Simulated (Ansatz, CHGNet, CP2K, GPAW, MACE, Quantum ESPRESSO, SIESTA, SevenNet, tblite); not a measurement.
## Running random rock-salt alloy of NbC and TiC (64 atoms) with SIESTA

Aim: run random rock-salt alloy of NbC and TiC (64 atoms) in SIESTA and see how near its forces come to a plane-wave reference, and at what cost.

Method: the method is named at each step, in SIESTA 5.4.2.

### Step 1. The starting structure

The cell holds 64 atoms: 28 Ti, 32 C and 4 Nb. Cell: a = 8.692 Å, b = 8.692 Å, c = 8.692 Å, α = 90.0°, β = 90.0°, γ = 90.0°. It derives from NbC (rock-salt), repeated 2×2×2. Rock-salt NbC, 2 x 2 x 2 conventional cells, 28 of 32 Nb sites given to Ti at random (x = 0.875), lattice by Vegard's rule (a = 4.346 Å); not relaxed, displaced by a Gaussian of 0.02 Å. Then every atom was moved at random, 0.02 Å r.m.s. a Cartesian component.

The yardstick, on the same geometry:

| Quantity | Value |
| --- | --- |
| method | Kohn-Sham DFT, PBE, SSSP efficiency 1.3.0 pseudopotentials, plane waves (Quantum ESPRESSO 7.5); sssp-pbe-1.3.0-efficiency, cutoffs 45/360 Ry, Γ point |
| r.m.s. force component | 0.5088 eV/Å |
| longest force | 1.728 eV/Å |
| pressure | 1.386 GPa |
| time | 3 min on 2 MPI ranks of Arm Neoverse V2, shared host |
| CPU time | 6 min |

### Step 2. PBE, DZP, shift 0.01 Ry, mesh 500 Ry

Method: Kohn-Sham DFT, PBE, PseudoDojo 0.4.1 norm-conserving pseudopotentials (converted to PSML), numerical atomic orbitals (DZP), diagonalisation.

The .psml files are PseudoDojo norm-conserving potentials that we converted to this format, checked against plane waves on the same files for H, C, O, Si, Ge and Ca alone.

File input.fdf:

```
SystemLabel cell
NumberOfAtoms 64
NumberOfSpecies 3
%block ChemicalSpeciesLabel
  1 22 Ti
  2 6 C
  3 41 Nb
%endblock ChemicalSpeciesLabel
LatticeConstant 1.0 Ang
%block LatticeVectors
  8.69160 0.00000 0.00000
  0.00000 8.69160 0.00000
  0.00000 0.00000 8.69160
%endblock LatticeVectors
PAO.BasisSize DZP
PAO.EnergyShift 0.01 Ry
XC.Functional GGA
XC.Authors PBE
MeshCutoff 500 Ry
%block kgrid_Monkhorst_Pack
  1 0 0 0.0
  0 1 0 0.0
  0 0 1 0.0
%endblock kgrid_Monkhorst_Pack
SolutionMethod diagon
OccupationFunction FD
ElectronicTemperature 580 K
SCF.Mixer.Method Pulay
SCF.Mixer.Weight 0.05
SCF.Mixer.History 8
SCF.Mix Hamiltonian
MaxSCFIterations 300
SCF.DM.Tolerance 1e-04
SCF.H.Tolerance 1.0e-3 eV
WriteForces T
Write.HirshfeldPop T
Write.VoronoiPop T
Write.DM F
Write.H F
XML.Write F
AtomicCoordinatesFormat Fractional
%block AtomicCoordinatesAndAtomicSpecies
  0.99750 0.00025 0.99914 1
  0.25358 0.00903 0.99854 2
  0.99826 0.25220 0.25068 1
  0.25299 0.25208 0.25314 2
  0.25312 0.00750 0.24526 1
  0.00633 0.99965 0.24616 2
  0.24424 0.25304 0.99322 1
  0.00100 0.25514 0.99978 2
  0.00104 0.99843 0.50223 1
  0.25075 0.00002 0.49536 2
  0.99734 0.25380 0.75184 1
  0.25057 0.25407 0.75129 2
  0.25175 0.99582 0.75003 1
  0.99516 0.00705 0.74777 2
  0.25178 0.25235 0.49307 3
  0.99988 0.23983 0.50004 2
  0.99985 0.50382 0.99630 1
  0.25204 0.49850 0.99782 2
  0.99412 0.75620 0.24696 3
  0.25230 0.74710 0.25536 2
  0.25160 0.49587 0.24663 1
  0.00165 0.50595 0.25277 2
  0.25200 0.75120 0.00179 1
  0.00111 0.75292 0.00141 2
  0.00446 0.49770 0.49691 1
  0.24522 0.49984 0.49628 2
  0.00544 0.75290 0.74299 1
  0.25205 0.74775 0.75561 2
  0.24632 0.50088 0.74973 1
  0.00380 0.49985 0.74290 2
  0.24703 0.75015 0.49836 1
  0.99685 0.75056 0.49943 2
  0.50407 0.99496 0.00305 1
  0.75578 0.99665 0.00010 2
  0.50621 0.24467 0.24588 1
  0.74870 0.24676 0.25056 2
  0.74849 0.99991 0.24519 1
  0.49700 0.00296 0.24645 2
  0.75426 0.25085 0.99870 3
  0.49710 0.24443 0.99934 2
  0.49674 0.99815 0.49391 1
  0.74928 0.00338 0.49824 2
  0.50083 0.25102 0.74966 3
  0.74508 0.25202 0.75005 2
  0.75436 0.00109 0.74796 1
  0.49865 0.99761 0.75391 2
  0.75230 0.24670 0.50268 1
  0.49326 0.25615 0.49768 2
  0.50039 0.50357 0.00337 1
  0.74908 0.50074 0.99648 2
  0.49939 0.74297 0.24990 1
  0.75018 0.75252 0.25177 2
  0.75009 0.49883 0.24882 1
  0.50616 0.49732 0.24780 2
  0.75118 0.75127 0.00437 1
  0.49763 0.74633 0.99968 2
[... 4 atom lines left out ...]
  0.75161 0.49837 0.75824 1
  0.50084 0.50267 0.74737 2
  0.74783 0.75955 0.50202 1
  0.50708 0.75095 0.50432 2
%endblock AtomicCoordinatesAndAtomicSpecies
```

Command:

```sh
> OMP_NUM_THREADS=1 mpirun -np 2 siesta < input.fdf > output.txt
```

What it wrote:

```text
Version         : 5.4.2
reinit: System Name:
reinit: System Label: cell
initatom: Reading input for the pseudopotentials and atomic orbitals ----------
Species number:   1 Atomic number:   22 Label: Ti
Species number:   2 Atomic number:    6 Label: C
Species number:   3 Atomic number:   41 Label: Nb
Ground state valence configuration (from tables):   4s02  4p00  3d02  4f00
Ground state valence configuration (from tables):   2s02  2p02  3d00  4f00
Ground state valence configuration (from tables):   5s01  5p00  4d04  4f00
---- Processing specs for species: Ti
GGA--PBE XC_GGA_X_PBE--XC_GGA_C_PBE pb
Semicore shell(s) with  8 electrons included in the valence for Ti
---- Processing specs for species: C
GGA--PBE XC_GGA_X_PBE--XC_GGA_C_PBE pb
---- Processing specs for species: Nb
GGA--PBE XC_GGA_X_PBE--XC_GGA_C_PBE pb
Semicore shell(s) with  8 electrons included in the valence for Nb
Semicore shell(s): 3s 3p
Fallback to non-perturbative polarization scheme for Ti
Please see the manual if this is not desired in principle
Semicore shell(s): 4s 4p
Fallback to non-perturbative polarization scheme for Nb
Please see the manual if this is not desired in principle
Ti pseudopotential only contains V_ls up to l=2 -- lmxkb reset.
C pseudopotential only contains V_ls up to l=1 -- lmxkb reset.
Nb pseudopotential only contains V_ls up to l=2 -- lmxkb reset.
Using PAO.SplitTailNorm
%block ChemicalSpeciesLabel
    1   22 Ti                      # Species index, atomic number, species label
    2    6 C                       # Species index, atomic number, species label
    3   41 Nb                      # Species index, atomic number, species label
%endblock ChemicalSpeciesLabel
%block PAO.Basis                 # Define Basis set
Ti                    5                    # Species label, number of l-shells
 n=3   0   1                         # n, l, Nzeta
   2.839
   1.000
 n=4   0   2                         # n, l, Nzeta
   7.610      5.692
   1.000      1.000
 n=3   1   1                         # n, l, Nzeta
   3.183
[...]
5.233      3.462
[...]
C                     2                    # Species label, number of l-shells
[...]
n=2   1   2 P   1                   # n, l, Nzeta, Polarization, NzetaPol
[...]
Nb                    5                    # Species label, number of l-shells
[...]
n=5   1   1                         # n, l, Nzeta
   7.969
   1.000
 n=4   2   2                         # n, l, Nzeta
   6.142      4.248
   1.000      1.000
%endblock PAO.Basis
coor:   Atomic-coordinates input format  =     Fractional
siesta: System type = bulk
initatomlists: Number of atoms, orbitals, and projectors:     64  1024   832
siesta: ******************** Simulation parameters ****************************
Total number of electrons:   516.000000
Total ionic charge:   516.000000
 Kpoints in:            1 . Kpoints trimmed:            1
siesta: k-grid: Number of k-points = 1
siesta: k-points from Monkhorst-Pack grid
siesta: k-cutoff (effective) =     4.346 Ang
siesta: k-point supercell and displacements
siesta: k-grid:     1     0     0      0.000
siesta: k-grid:     0     1     0      0.000
siesta: k-grid:     0     0     1      0.000
                     ====================================
                        Single-point calculation
                     ====================================
outcell: Unit cell vectors (Ang):
        8.691600    0.000000    0.000000
        0.000000    8.691600    0.000000
        0.000000    0.000000    8.691600
outcell: Cell vector modules (Ang)   :    8.691600    8.691600    8.691600
outcell: Cell angles (23,13,12) (deg):     90.0000     90.0000     90.0000
outcell: Cell volume (Ang**3)        :    656.5975
Gamma-point calculation with interaction between periodic images
Gamma-point calculation with interaction between periodic images
Some features might not work optimally:
Some features might not work optimally:
e.g. DM initialization from atomic data
e.g. DM initialization from atomic data
new_DM -- step:     1
Initializing Density Matrix...
Attempting to read DM from file... Failed...
DM filled with atomic data:
InitMesh: MESH = 120 x 120 x 120 = 1728000
InitMesh: Mesh cutoff (required, used) =   500.000   526.823 Ry
stepf: Fermi-Dirac step function
        iscf     Eharris(eV)        E_KS(eV)     FreeEng(eV)     dDmax    Ef(eV) dHmax(eV)
   scf:    1   -55987.342036   -56954.600066   -56954.783702  1.715879 -6.230131 20.485011
   scf:    2   -57171.442928   -57068.311184   -57068.639386  0.211931 -6.065271 17.088761
   scf:    3   -57300.440974   -57255.381578   -57255.672780  0.602585 -6.218454  7.159886
[...]
scf:   20   -57263.702744   -57263.702727   -57264.065830  0.000130 -6.494764  0.000885
   scf:   21   -57263.702737   -57263.702732   -57264.065831  0.000049 -6.494803  0.000836
SCF Convergence by DM+H criterion
max |DM_out - DM_in|         :     0.0000490766
max |H_out - H_in|      (eV) :     0.0008358512
SCF cycle converged after 21 iterations
Using DM_out to compute the final energy and forces
siesta: E_KS(eV) =           -57263.7027
siesta: E_KS - E_eggbox =    -57263.7027
siesta: Atomic forces (eV/Ang):
     1    0.818949    0.310480   -0.289149
     2   -0.113251   -0.732684   -0.036835
     3   -0.156713   -0.162770   -0.119294
[...]
63    0.333510   -0.974048    0.150196
    64   -0.941789    0.030236   -0.557491
----------------------------------------
   Tot   -0.024115    0.011312    0.017937
----------------------------------------
   Max    1.712936
   Res    0.528888    sqrt( Sum f_i^2 / 3N )
----------------------------------------
   Max    1.712936    constrained
Stress tensor Voigt[x,y,z,yz,xz,xy] (kbar):       -6.92       -2.39       -4.21        1.42        1.06        2.86
(Free)E + p*V (eV/cell)   -57262.2185
Target enthalpy (eV/cell)   -57264.0658
siesta: Program's energy decomposition (eV):
siesta: Ebs     =    -14373.655532
siesta: Eions   =     87912.117111
siesta: Ena     =     15419.665801
siesta: Ekin    =     23246.361476
siesta: Enl     =      1208.046706
siesta: DEna    =       682.905273
siesta: DUscf   =        33.650589
siesta: Ex      =     -9206.731208
siesta: Ec      =      -735.484259
siesta: Exc     =     -9942.215467
siesta: Eharris =    -57263.702737
siesta: Etot    =    -57263.702732
siesta: FreeEng =    -57264.065831
siesta: Final energy (eV):
siesta:  Band Struct. =  -14373.655532
siesta:       Kinetic =   23246.361476
siesta:       Hartree =    9490.333507
siesta:         Exch. =   -9206.731208
siesta:         Corr. =    -735.484259
siesta:   Exch.-corr. =   -9942.215467
siesta:  Ion-electron =  -46045.084444
siesta:       Ion-ion =  -34013.097804
siesta:         Total =  -57263.702732
siesta:         Fermi =      -6.494803
siesta: Stress tensor (static) (eV/Ang**3):
siesta:    -0.004321    0.001783    0.000660
siesta:     0.001783   -0.001492    0.000887
siesta:     0.000660    0.000887   -0.002627
siesta: Cell volume =        656.597453 Ang**3
siesta: Pressure (static):
siesta:                Solid            Molecule  Units
siesta:           0.00003064         -0.00036781  Ry/Bohr**3
siesta:           0.00281348         -0.03377045  eV/Ang**3
siesta:           4.50769021        -54.10621938  kBar
    Orbital volume contribution        =          45.463939 eV
    (Free)E + p_basis*V_orbitals       =      -57218.601892 eV
    (Free)Eharris+ p_basis*V_orbitals  =      -57218.601897 eV
Hirshfeld Atomic Populations:
Atom #   charge [q] valence [e]  Species
     1     0.217139   11.782861  Ti
     2    -0.247360    4.247360  C
     3     0.215773   11.784227  Ti
     4    -0.276280    4.276280  C
     5     0.218442   11.781558  Ti
     6    -0.267133    4.267133  C
[...]
15     0.561663   12.438337  Nb
[...]
19     0.580901   12.419099  Nb
[...]
39     0.562493   12.437507  Nb
[...]
--------------------
 Total    -0.000073
Voronoi Atomic Populations:
Atom #   charge [q] valence [e]  Species
[...]
39     0.763295   12.236705  Nb
[...]
43     0.759737   12.240263  Nb
[...]
61     0.337005   11.662995  Ti
    62    -0.402961    4.402961  C
    63     0.353600   11.646400  Ti
    64    -0.382409    4.382409  C
--------------------
 Total    -0.000073
```

Wall time 5.1 min (2 MPI ranks of Arm Neoverse V2, shared host); peak memory 2 GiB; 10 min of CPU time.

Banners, paths, timers and routine set-up lines are dropped from the logs unmarked, and long logs keep their key lines alone; longer cuts are marked.

Against the reference:

- r.m.s. force component: 0.5289 eV/Å
- r.m.s. difference of force components: 54.01 meV/Å
- longest difference of force vectors: 224.8 meV/Å
- force difference over r.m.s. force: 10.62 %
- slope of forces against the reference's: 1.035
- correlation of force components: 0.9953
- pressure: 0.4507 GPa
- pressure difference: -0.935 GPa

Length of the force difference by element (eV/Å):

| element | atoms | mean | most |
| --- | --- | --- | --- |
| C | 32 | 0.11 | 0.22 |
| Nb | 4 | 0.036 | 0.054 |
| Ti | 28 | 0.037 | 0.061 |

A closer look about C48, which bears the longest force: 9 atoms, nearest first, numbered in the order of the input, with positions taken from that point.

| atom | x | y | z | distance (Å) | bonds | Hirshfeld charge (e) | Fx | Fy | Fz (eV/Å) |
| --- | --- | --- | --- | --- | --- | --- | --- | --- | --- |
| C48 | 0.00 | 0.00 | 0.00 | 0.00 | 6 | -0.29 | 1.71 | -0.69 | -0.37 |
| Nb15 | -2.10 | -0.03 | -0.04 | 2.10 | 6 | 0.56 | -0.82 | -0.68 | 1.06 |
| Ti57 | 0.07 | 2.11 | 0.03 | 2.11 | 6 | 0.22 | 0.33 | 0.61 | -0.34 |
| Nb43 | 0.07 | -0.04 | 2.19 | 2.19 | 6 | 0.55 | -0.16 | -0.58 | 0.24 |
| Ti35 | 0.11 | -0.10 | -2.19 | 2.19 | 6 | 0.22 | -0.56 | 0.68 | 0.35 |
| Ti41 | 0.03 | -2.24 | -0.03 | 2.24 | 6 | 0.22 | 0.53 | -0.17 | 0.59 |
| Ti47 | 2.25 | -0.08 | 0.04 | 2.25 | 6 | 0.23 | -0.01 | 0.64 | -0.53 |
| C4 | -2.09 | -0.04 | -2.13 | 2.98 | 6 | -0.28 | -0.28 | -0.04 | -1.54 |
| C54 | 0.11 | 2.10 | -2.17 | 3.02 | 6 | -0.26 | -0.22 | 0.12 | 0.19 |

Forces lie 11 % from the reference's, at 1.7 times its CPU time.

The difference per atom is largest on C (0.11 eV/Å on average, against 0.037 on Ti).

### Step 3. PBE, SZ, shift 0.01 Ry, mesh 500 Ry

Method: Kohn-Sham DFT, PBE, PseudoDojo 0.4.1 norm-conserving pseudopotentials (converted to PSML), numerical atomic orbitals (SZ), diagonalisation.

input.fdf, as its differences from that of step 2:

```diff
@@ -14,3 +14,3 @@
 %endblock LatticeVectors
-PAO.BasisSize DZP
+PAO.BasisSize SZ
 PAO.EnergyShift 0.01 Ry
```

Command:

```sh
> OMP_NUM_THREADS=1 siesta < input.fdf > output.txt
```

What it wrote:

```text
Version         : 5.4.2
reinit: System Name:
reinit: System Label: cell
initatom: Reading input for the pseudopotentials and atomic orbitals ----------
Species number:   1 Atomic number:   22 Label: Ti
Species number:   2 Atomic number:    6 Label: C
Species number:   3 Atomic number:   41 Label: Nb
Ground state valence configuration (from tables):   4s02  4p00  3d02  4f00
[... lines left out ...]
SCF Convergence by DM+H criterion
[... lines left out ...]
SCF cycle converged after 21 iterations
[... lines left out ...]
   Max    2.219026
[... lines left out ...]
   Max    2.219026    constrained
Stress tensor Voigt[x,y,z,yz,xz,xy] (kbar):      122.02      128.60      125.00        1.92        0.83        2.78
[... lines left out ...]
siesta: FreeEng =    -57221.681778
[... lines left out ...]
siesta:         Fermi =      -5.734654
[... lines left out ...]
siesta:        -125.20715792       -189.82236104  kBar
[... lines left out ...]
    (Free)Eharris+ p_basis*V_orbitals  =      -57199.089050 eV
Hirshfeld Atomic Populations:
Atom #   charge [q] valence [e]  Species
     1     0.257152   11.742848  Ti
     2    -0.286541    4.286541  C
     3     0.255614   11.744386  Ti
     4    -0.307823    4.307823  C
     5     0.259572   11.740428  Ti
     6    -0.300038    4.300038  C
[...]
15     0.559300   12.440700  Nb
[...]
19     0.577488   12.422512  Nb
[...]
39     0.554812   12.445188  Nb
[...]
--------------------
 Total    -0.000064
Voronoi Atomic Populations:
Atom #   charge [q] valence [e]  Species
[...]
39     0.682647   12.317353  Nb
[...]
43     0.686323   12.313677  Nb
[...]
61     0.342355   11.657645  Ti
    62    -0.384562    4.384562  C
    63     0.353319   11.646681  Ti
    64    -0.383465    4.383465  C
--------------------
 Total    -0.000064
```

Wall time 2.5 min (1 thread); peak memory 0.88 GiB.

Numbers from this run, and their distance from the reference:

| Property | Result |
| --- | --- |
| r.m.s. force component | 0.6412 eV/Å |
| r.m.s. difference of force components | 222.7 meV/Å |
| longest difference of force vectors | 855.2 meV/Å |
| force difference over r.m.s. force | 43.77 % |
| slope of forces against the reference's | 1.198 |
| correlation of force components | 0.9509 |
| pressure | -12.52 GPa |
| pressure difference | -13.91 GPa |

This is a coarse setting, run to see what it loses.

Against the first run (11 %), the force difference from the reference is 44 %, at 0.24 times the CPU time (on 1 against 2 cores), with 448 basis functions against 1024: the smaller basis costs accuracy.

### Step 4. PBE, SZP, shift 0.01 Ry, mesh 500 Ry

Method: Kohn-Sham DFT, PBE, PseudoDojo 0.4.1 norm-conserving pseudopotentials (converted to PSML), numerical atomic orbitals (SZP), diagonalisation.

input.fdf, as its differences from that of step 3:

```diff
@@ -14,3 +14,3 @@
 %endblock LatticeVectors
-PAO.BasisSize SZ
+PAO.BasisSize SZP
 PAO.EnergyShift 0.01 Ry
```

Command:

```sh
> OMP_NUM_THREADS=1 mpirun -np 2 siesta < input.fdf > output.txt
```

What it wrote:

```text
Version         : 5.4.2
reinit: System Name:
reinit: System Label: cell
initatom: Reading input for the pseudopotentials and atomic orbitals ----------
Species number:   1 Atomic number:   22 Label: Ti
Species number:   2 Atomic number:    6 Label: C
Species number:   3 Atomic number:   41 Label: Nb
Ground state valence configuration (from tables):   4s02  4p00  3d02  4f00
[... lines left out ...]
SCF Convergence by DM+H criterion
[... lines left out ...]
SCF cycle converged after 19 iterations
[... lines left out ...]
   Max    1.847977
[... lines left out ...]
   Max    1.847977    constrained
Stress tensor Voigt[x,y,z,yz,xz,xy] (kbar):      -12.20       -7.31       -9.28        1.46        1.04        2.90
[... lines left out ...]
siesta: FreeEng =    -57259.137647
[... lines left out ...]
siesta:         Fermi =      -6.488998
[... lines left out ...]
siesta:           9.59696748        -51.10661295  kBar
[... lines left out ...]
    (Free)Eharris+ p_basis*V_orbitals  =      -57221.431083 eV
Hirshfeld Atomic Populations:
Atom #   charge [q] valence [e]  Species
     1     0.215080   11.784920  Ti
     2    -0.245462    4.245462  C
     3     0.213478   11.786522  Ti
     4    -0.274148    4.274148  C
     5     0.216253   11.783747  Ti
     6    -0.265019    4.265019  C
[...]
15     0.560394   12.439606  Nb
[...]
19     0.579539   12.420461  Nb
[...]
39     0.560855   12.439145  Nb
[...]
--------------------
 Total    -0.000058
Voronoi Atomic Populations:
Atom #   charge [q] valence [e]  Species
[...]
39     0.759142   12.240858  Nb
[...]
43     0.758059   12.241941  Nb
[...]
61     0.333571   11.666429  Ti
    62    -0.398648    4.398648  C
    63     0.349258   11.650742  Ti
    64    -0.377565    4.377565  C
--------------------
 Total    -0.000058
```

Wall time 3.6 min (2 MPI ranks); peak memory 1.8 GiB.

Numbers from this run, and their distance from the reference:

```
r.m.s. force component                  : 0.5544 eV/Å
r.m.s. difference of force components   : 87 meV/Å
longest difference of force vectors     : 354.1 meV/Å
force difference over r.m.s. force      : 17.1 %
slope of forces against the reference's : 1.079
correlation of force components         : 0.9903
pressure                                : 0.9597 GPa
pressure difference                     : -0.426 GPa
```

This is a coarse setting, run to see what it loses.

Against the first run (11 %), the force difference from the reference is 17 %, at 0.71 times the CPU time, with 704 basis functions against 1024: the smaller basis costs accuracy.

[end of part 1 of 2]

[Also dropped from logs without a mark: logging warnings of Python, and SIESTA's first energy breakdown and zero terms.]

[Logs are printed without paths, hosts, clocks, repeated set-up lines and the standing remarks that a program may print on its own settings, such as how far it seeks lower states.]

[Hosts, paths, dates, database ids (printed as entryN), source tags and the programs' standing remarks are cut or masked in the printed files.]
